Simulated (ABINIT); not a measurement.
# BaLiF3 (Pm-3m): G0W0 in ABINIT against the k mesh, part 2 of 2

Aim: move the k mesh of a G0W0 run on BaLiF3 (Pm-3m) over a wide range.

ABINIT 10.8.3; LDA and many-body steps on it, plane waves. Known limits of the many-body steps: not at the basis limit; no spin-orbit coupling; coarse k mesh.

So far. Step 4 (Empty states on the mesh, 4×4×4 mesh, 47 bands): On this mesh the gap is 6.550 eV. Step 5 (Screening, 1×1×1 mesh, 43 bands, screening to 106.1 eV): Local fields lower ε∞ by 7 %. On a Γ-centred mesh this coarse the value itself is usually too large, while a short band sum pulls it down.

### Step 7. Screening, 2×2×2 mesh, 43 bands, screening to 106.1 eV

This step: RPA screening on LDA, plane waves, norm-conserving pseudopotentials.

Contents of run.abi:

```
acell 3*1.0 Angstrom
rprim 
  3.988581640000 0.000000000000 0.000000000000
  0.000000000000 3.988581640000 0.000000000000
  0.000000000000 0.000000000000 3.988581640000
ntypat 3
znucl 56 3 9
natom 5
typat 1 2 3 3 3
xred 
  0.000000000000 0.000000000000 0.000000000000
  0.500000000000 0.500000000000 0.500000000000
  0.000000000000 0.500000000000 0.500000000000
  0.500000000000 0.500000000000 0.000000000000
  0.500000000000 0.000000000000 0.500000000000
pp_dirpath "pseudos"
pseudos "Ba.upf, Li.upf, F.upf"
ecut 36
ngkpt 2 2 2
nshiftk 1
shiftk 0 0 0
kptopt 1
chksymbreak 0
istwfk *1
occopt 1
irdwfk 1
optdriver 3
nband 43
ecuteps 3.9
inclvkb 2
awtr 1
symchi 1
indata_prefix "in"
outdata_prefix "out"
tmpdata_prefix "tmp"
```

Started as:

```bash
OMP_NUM_THREADS=1 mpirun -n 4 abinit run.abi > log
```

Numbers of over 12 decimals in the logs are rounded to 6 here.

The log of the run:

```text
.Version 10.8.3 of ABINIT. v10.8.2 released Aug 2026.

 Symmetries : space group Pm -3 m (#221); Bravais cP (primitive cubic)
[... echo of the input left out ...]
== DATASET  1 ==================================================================
-   mpi_nproc: 4, omp_nthreads: 1 (-1 if OMP is not activated)

--- !DatasetInfo
iteration_state: {dtset: 1, }
dimensions: {natom: 5, nkpt: 4, mband: 43, nsppol: 1, nspinor: 1, nspden: 1, mpw: 4468, }
cutoff_energies: {ecut:  36.0, pawecutdg:  -1.0, }
electrons: {nelect:   3.40000000E+01, charge:   0.00000000E+00, occopt:   1.00000000E+00, tsmear:   1.00000000E-02, }

 SCREENING: Calculation of the susceptibility and dielectric matrices

 Based on a program developped by R.W. Godby, V. Olevano, G. Onida, and L. Reining.
 Incorporated in ABINIT by V. Olevano, G.-M. Rignanese, and M. Torrent.
.Using double precision arithmetic ; gwpc =  8

[... cell and pseudopotentials left out ...]
--------------------------------------------------------------------------------

 ==== K-mesh for the wavefunctions ====
 Number of points in the irreducible wedge :     4
[... list of points left out ...]
 Together with 48 symmetry operations and time-reversal symmetry
 yields     8 points in the full Brillouin Zone.

 ==== Q-mesh for the screening function ====
 Number of points in the irreducible wedge :     4
[... list of points left out ...]
 Together with 48 symmetry operations and time-reversal symmetry
 yields     8 points in the full Brillouin Zone.

 setmesh: FFT mesh size selected  =    27x   27x   27
          total number of points  =        19683

 vcoul_init : cutoff-mode = AUXILIARY_FUNCTION
 q-points for optical limit:   1
     1)      0.000010    0.000020    0.000030

- screening: taking advantage of time-reversal symmetry
- Maximum band index for partially occupied states nbvw = 17
- Remaining bands to be divided among processors   nbcw = 26
- Number of bands treated by each node ~6

 Number of electrons calculated from density =   34.0000; Expected =   34.0000
 average of density, n =  0.079401
 r_s =    1.4433
 omega_plasma =   27.1812 [eV]

 calculating chi0 at frequencies [eV] :
  1    0.000000E+00    0.000000E+00
  2    0.000000E+00    2.718123E+01

--------------------------------------------------------------------------------
  q-point number  1        q = ( 0.000000, 0.000000, 0.000000) [r.l.u.]
--------------------------------------------------------------------------------
[... chi0 elements left out ...]
 For q-point:  0.000010 0.000020 0.000030
  dielectric constant =   2.6396
  dielectric constant without local fields =   2.8390

  Average fulfillment of the sum rule on Im[epsilon] for q-point    1 :     28.00  [%]
[... wings left out ...]
  q-point number  2        q = ( 0.500000, 0.000000, 0.000000) [r.l.u.]
--------------------------------------------------------------------------------
[... chi0 elements left out ...]
  Average fulfillment of the sum rule on Im[epsilon] for q-point    2 :     38.94  [%]

 [... 2 further q-points ...]
```

Run time: 5.1 s. Hardware: 4 MPI ranks of Arm Neoverse V1, shared host; peak memory 0.47 GiB; 20 s of CPU time.

This step gave:

* ε∞ with local fields, on this mesh, along the program's q direction: 2.640
* the same without local fields: 2.839
* plasma frequency: 27.18 eV
* plane waves in the screening matrix: 171

### Step 8. 2×2×2

The self-energy is evaluated for the states that the input lists, and the levels follow from it, in one-shot runs by the linearised quasiparticle equation.

This step: G0W0 on LDA, plane waves, norm-conserving pseudopotentials.

run.abi: that of step 7 with these lines changed.

```diff
@@ -26,8 +26,15 @@
 irdwfk 1
-optdriver 3
+optdriver 4
 nband 43
+gwcalctyp 0
+ecutsigx 36
+symsigma 1
+nkptgw 1
+kptgw 
+  0.0000000000 0.0000000000 0.0000000000
+bdgw 
+  15 19
 ecuteps 3.9
-inclvkb 2
-awtr 1
-symchi 1
+irdscr 1
+ppmodel 1
 indata_prefix "in"
```

The log of the run:

```text
.Version 10.8.3 of ABINIT. v10.8.2 released Aug 2026.

 Symmetries : space group Pm -3 m (#221); Bravais cP (primitive cubic)
[... echo of the input left out ...]
== DATASET  1 ==================================================================
-   mpi_nproc: 4, omp_nthreads: 1 (-1 if OMP is not activated)

--- !DatasetInfo
iteration_state: {dtset: 1, }
dimensions: {natom: 5, nkpt: 4, mband: 43, nsppol: 1, nspinor: 1, nspden: 1, mpw: 4468, }
cutoff_energies: {ecut:  36.0, pawecutdg:  -1.0, }
electrons: {nelect:   3.40000000E+01, charge:   0.00000000E+00, occopt:   1.00000000E+00, tsmear:   1.00000000E-02, }

 SIGMA: Calculation of the GW corrections

 Based on a program developped by R.W. Godby, V. Olevano, G. Onida, and L. Reining.
 Incorporated in ABINIT by V. Olevano, G.-M. Rignanese, and M. Torrent.
.Using double precision arithmetic ; gwpc =  8

[... cell and pseudopotentials left out ...]
--------------------------------------------------------------------------------

 ==== K-mesh for the wavefunctions ====
 Number of points in the irreducible wedge :     4
[... list of points left out ...]
 Together with 48 symmetry operations and time-reversal symmetry
 yields     8 points in the full Brillouin Zone.

 ==== Q-mesh for screening function ====
 Number of points in the irreducible wedge :     4
[... list of points left out ...]
 Together with 48 symmetry operations and time-reversal symmetry
 yields     8 points in the full Brillouin Zone.

 vcoul_init : cutoff-mode = AUXILIARY_FUNCTION
 q-points for optical limit:   1
     1)      0.000010    0.000020    0.000030
 setmesh: FFT mesh size selected  =    45x   45x   45
          total number of points  =        91125

 Number of electrons calculated from density =   34.0000; Expected =   34.0000
[...]
number of q-points in IBZ                           4
 number of symmetry operations                      48
 number of k-points in BZ                            8
 number of q-points in BZ                            8
 number of frequencies for dSigma/dE                 9
 frequency step for dSigma/dE [eV]                0.25
 number of omega for Sigma on real axis              0
 max omega for Sigma on real axis  [eV]           0.00
 zcut for avoiding poles [eV]                     0.10

 EPSILON^-1 parameters (SCR file):
 dimension of the eps^-1 matrix on file            171
 dimension of the eps^-1 matrix used               171
 number of plane-waves for wavefunctions          4385
 number of bands                                    43
 number of q-points in IBZ                           4
 number of frequencies                               2
 number of real frequencies                          1
 number of imag frequencies                          1

 matrix elements of self-energy operator (all in [eV])

 Perturbative Calculation

--- !SelfEnergy_ee
iteration_state: {dtset: 1, }
kpoint     : [   0.000,    0.000,    0.000, ]
spin       : 1
KS_gap     :    6.550
QP_gap     :   10.211
Delta_QP_KS:    3.661
data: !SigmaeeData |
     Band     E0 <VxcDFT>   SigX SigC(E0)      Z dSigC/dE  Sig(E)    E-E0       E
       15   1.789 -22.500 -29.824   5.502   0.801  -0.249 -23.958  -1.459   0.331
       16   1.789 -22.500 -29.824   5.502   0.801  -0.249 -23.958  -1.459   0.331
       17   1.789 -22.500 -29.824   5.502   0.801  -0.249 -23.958  -1.459   0.331
       18   8.340 -10.222  -4.967  -2.756   0.881  -0.135  -8.020   2.202  10.542
       19   8.340 -10.222  -4.967  -2.756   0.881  -0.135  -8.020   2.202  10.542

== END DATASET(S) ==============================================================
================================================================================

 -outvars: echo values of variables after computation  --------
           etotal      0.0000000000E+00
            nband          43
             nkpt           4
          spgroup         221
 [... the other variables as echoed above ...]

 Calculation completed.
```

The job ended after 3.6 s (4 MPI ranks; peak memory 0.6 GiB).

This step gave:

```yaml
g0w0_gap_on_the_points_computed: 10.21 eV
starting_gap_on_the_mesh: 6.550 eV
k_of_the_valence_top: 0, 0, 0
k_of_the_conduction_bottom: 0, 0, 0
z_at_the_valence_top: 0.801
z_at_the_conduction_bottom: 0.881
least_direct_g0w0_gap_on_the_computed_points: 10.21 eV
```

The gap on the mesh goes from 6.55 eV to 10.21 eV, a correction of +3.66 eV.

### Step 9. Screening, 4×4×4 mesh, 43 bands, screening to 106.1 eV

This step: RPA screening on LDA, plane waves, norm-conserving pseudopotentials.

run.abi: that of step 8 with these lines changed.

```diff
@@ -18,3 +18,3 @@
 ecut 36
-ngkpt 2 2 2
+ngkpt 4 4 4
 nshiftk 1
@@ -26,15 +26,8 @@
 irdwfk 1
-optdriver 4
+optdriver 3
 nband 43
-gwcalctyp 0
-ecutsigx 36
-symsigma 1
-nkptgw 1
-kptgw 
-  0.0000000000 0.0000000000 0.0000000000
-bdgw 
-  15 19
 ecuteps 3.9
-irdscr 1
-ppmodel 1
+inclvkb 2
+awtr 1
+symchi 1
 indata_prefix "in"
```

The log of the run:

```text
.Version 10.8.3 of ABINIT. v10.8.2 released Aug 2026.

 Symmetries : space group Pm -3 m (#221); Bravais cP (primitive cubic)
[... echo of the input left out ...]
== DATASET  1 ==================================================================
-   mpi_nproc: 4, omp_nthreads: 1 (-1 if OMP is not activated)

--- !DatasetInfo
iteration_state: {dtset: 1, }
dimensions: {natom: 5, nkpt: 10, mband: 43, nsppol: 1, nspinor: 1, nspden: 1, mpw: 4468, }
cutoff_energies: {ecut:  36.0, pawecutdg:  -1.0, }
[...]
--------------------------------------------------------------------------------
[... chi0 elements left out ...]
 For q-point:  0.000010 0.000020 0.000030
  dielectric constant =   2.5103
  dielectric constant without local fields =   2.7067

  Average fulfillment of the sum rule on Im[epsilon] for q-point    1 :     27.97  [%]
[... wings left out ...]
  q-point number  2        q = ( 0.250000, 0.000000, 0.000000) [r.l.u.]
--------------------------------------------------------------------------------
[... chi0 elements left out ...]
  Average fulfillment of the sum rule on Im[epsilon] for q-point    2 :     46.24  [%]

 [... 8 further q-points ...]
```

It took 17 s on 4 MPI ranks; peak memory 0.78 GiB.

This step gave:

```
ε∞ with local fields, on this mesh, along the program's q direction : 2.510
the same without local fields                                       : 2.707
plasma frequency                                                    : 27.18 eV
plane waves in the screening matrix                                 : 171
```

### Step 10. 4×4×4

This step: G0W0 on LDA, plane waves, norm-conserving pseudopotentials.

run.abi: that of step 9 with these lines changed.

```diff
@@ -26,8 +26,15 @@
 irdwfk 1
-optdriver 3
+optdriver 4
 nband 43
+gwcalctyp 0
+ecutsigx 36
+symsigma 1
+nkptgw 1
+kptgw 
+  0.0000000000 0.0000000000 0.0000000000
+bdgw 
+  15 19
 ecuteps 3.9
-inclvkb 2
-awtr 1
-symchi 1
+irdscr 1
+ppmodel 1
 indata_prefix "in"
```

The log of the run:

```text
.Version 10.8.3 of ABINIT. v10.8.2 released Aug 2026.

 Symmetries : space group Pm -3 m (#221); Bravais cP (primitive cubic)
[... echo of the input left out ...]
== DATASET  1 ==================================================================
-   mpi_nproc: 4, omp_nthreads: 1 (-1 if OMP is not activated)

--- !DatasetInfo
iteration_state: {dtset: 1, }
dimensions: {natom: 5, nkpt: 10, mband: 43, nsppol: 1, nspinor: 1, nspden: 1, mpw: 4468, }
cutoff_energies: {ecut:  36.0, pawecutdg:  -1.0, }
[...]
17   1.789 -22.495 -30.173   5.548   0.799  -0.252 -24.197  -1.701   0.088
       18   8.340 -10.225  -5.082  -2.736   0.883  -0.133  -8.101   2.124  10.464
       19   8.340 -10.225  -5.082  -2.736   0.883  -0.133  -8.101   2.124  10.464

== END DATASET(S) ==============================================================
================================================================================

 -outvars: echo values of variables after computation  --------
           etotal      0.0000000000E+00
            nband          43
             nkpt          10
          spgroup         221
 [... the other variables as echoed above ...]

 Calculation completed.
```

Wall time 4.5 s (4 MPI ranks); peak memory 0.76 GiB; 17 s of CPU time.

This step gave:

- G0W0 gap on the points computed: 10.38 eV
- starting gap on the mesh: 6.550 eV
- k of the valence top: 0, 0, 0
- k of the conduction bottom: 0, 0, 0
- least direct G0W0 gap on the computed points: 10.38 eV

Against the run before, the gap moves by +0.165 eV.

### Step 11. Side by side

Times are wall times on 4 MPI ranks of Arm Neoverse V1, shared host, good to a factor of about two. A run's time includes the screening step that it read.

| run | mesh | bands | screening cutoff (eV) | DFT gap (eV) | gap on the mesh (eV) | direct (eV) | ε∞ used | time |
| --- | --- | --- | --- | --- | --- | --- | --- | --- |
| 1×1×1 | 1×1×1 | 43 | 106.1 | 6.550 | 9.749 | 9.749 | 4.08 | 6.4 s |
| 2×2×2 | 2×2×2 | 43 | 106.1 | 6.550 | 10.211 | 10.211 | 2.64 | 8.7 s |
| 4×4×4 | 4×4×4 | 43 | 106.1 | 6.550 | 10.376 | 10.376 | 2.51 | 22 s |

### Step 12. Outcome

* 1×1×1: 9.749 eV
* 2×2×2: 10.211 eV
* 4×4×4: 10.376 eV
* known limits: not at the basis limit; no spin-orbit coupling; coarse k mesh

The setting moved: k mesh. From 1×1×1 to 4×4×4 the gap moves by +0.63 eV, for 3.4 times the time. The last step still moves it by +0.165 eV. Bands and screening cutoff are coupled, so a series along one setting does not show full convergence. Bands and cutoff are finite, so the gap is not at the basis limit. The miss can reach some tenths of an eV and take either sign; the mesh is an error of its own. The 1×1×1 mesh is coarse for this cell, which bears on the long-range parts of exchange and screening. This is the ideal cubic cell; many perovskites, halides above all, are cubic only on average, and local tilts or off-centring can widen the gap. The many-body steps are scalar-relativistic: spin-orbit coupling is not in them.

[Paths, hosts, dates, memory and timing lines, banners, echoed tables and standing remarks are left out of the program output.]

[Logs are printed without paths, hosts, clocks, repeated set-up lines and the standing remarks that a program may print on its own settings, such as how far it seeks lower states.]

[Runs of the session that timed out or met a known fault of the program may be left out.]

[Hosts, paths, dates, database ids (printed as entryN), source tags and the programs' standing remarks are cut or masked in the printed files.]

[G0W0 gaps are taken among the corrected bands and points alone; a level outside them can change the order at an edge.]

[Where Ansatz stands beside ABINIT at settings called matched, ABINIT's density can come from a denser mesh and the files from another edition; pairs whose starting gaps differed by over 0.03 eV were left out, so agreement reads better than it is.]
